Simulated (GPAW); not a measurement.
Records of electronic-structure calculations.

## A GW chain in GPAW: NH4Br (P-43m)

The structure is cubic, space group P-43m (No. 215). Conventional cell: a = 4.000 Å, b = 4.000 Å, c = 4.000 Å, α = 90.00°, β = 90.00°, γ = 90.00°. Nearest to H lie 1 N at 1.03 Å. Nearest to Br lie 4 H at 2.44 Å. N has 4 H at 1.03 Å nearest. Farther neighbours, and contacts between anions beyond the nearest, are not listed.

```xyz
6
Lattice="4.0000 0.0000 0.0000 0.0000 4.0000 0.0000 0.0000 0.0000 4.0000" Properties=species:S:1:pos:R:3 pbc="T T T"
H     0.5920    0.5920    0.5920
H     0.5920    3.4080    3.4080
H     3.4080    3.4080    0.5920
H     3.4080    0.5920    3.4080
Br    2.0000    2.0000    2.0000
N     0.0000    0.0000    0.0000
```

* method: DFT, LDA, plane waves, PAW (and 1 further level or step)
* program: GPAW 26.7.0
* settings: cutoff 600 eV, GPAW PAW setups 1.2.1 data release, 4×4×4 k-mesh, nbands 421
* cost: 3 runs, 1.8 min in all on 4 MPI ranks of Arm Neoverse V1, shared host
* notes: The cell and positions come from the Crystallography Open Database and are kept as given unless a step says otherwise. Limits: no spin-orbit coupling. The 4×4×4 mesh is coarse for this cell, which bears on the long-range parts of exchange and screening.
* LDA gap: 3.94 eV, indirect
* G0W0 gap on the mesh: 6.40 eV
* GW settings: 4×4×4 mesh, 191 bands, screening to 120 eV, Godby-Needs plasmon pole
* known limits: short of the basis limit; no spin-orbit coupling; coarse k mesh

G0W0 moves the gap on the mesh from 3.94 eV to 6.40 eV (+2.46 eV), with Z of 0.82 and 0.85 at the edges. The dearest step here is «screening and self-energy».

[Long decimals in the printed logs are rounded to 6 places.]

[Logs are printed without paths, hosts, clocks, repeated set-up lines and the standing remarks that a program may print on its own settings, such as how far it seeks lower states.]

[Paths, hosts, dates, memory and timing lines, banners, echoed tables and standing remarks are left out of the program output; an Ansatz launch command may be rebuilt from the run's recorded settings. Measured values are a selection of at most five: reports struck by readers or far from the other reports are left out. None is set beside runs whose start may be inverted or whose files or cutoffs have a known fault.]

[Runs of the session that timed out or met a known fault of the program may be left out.]

[Hosts, paths, dates, database ids (printed as entryN), source tags and the programs' standing remarks are cut or masked in the printed files.]

[Where the starting crystal was built by hand or by swapping elements, it need not be the compound's stable phase.]
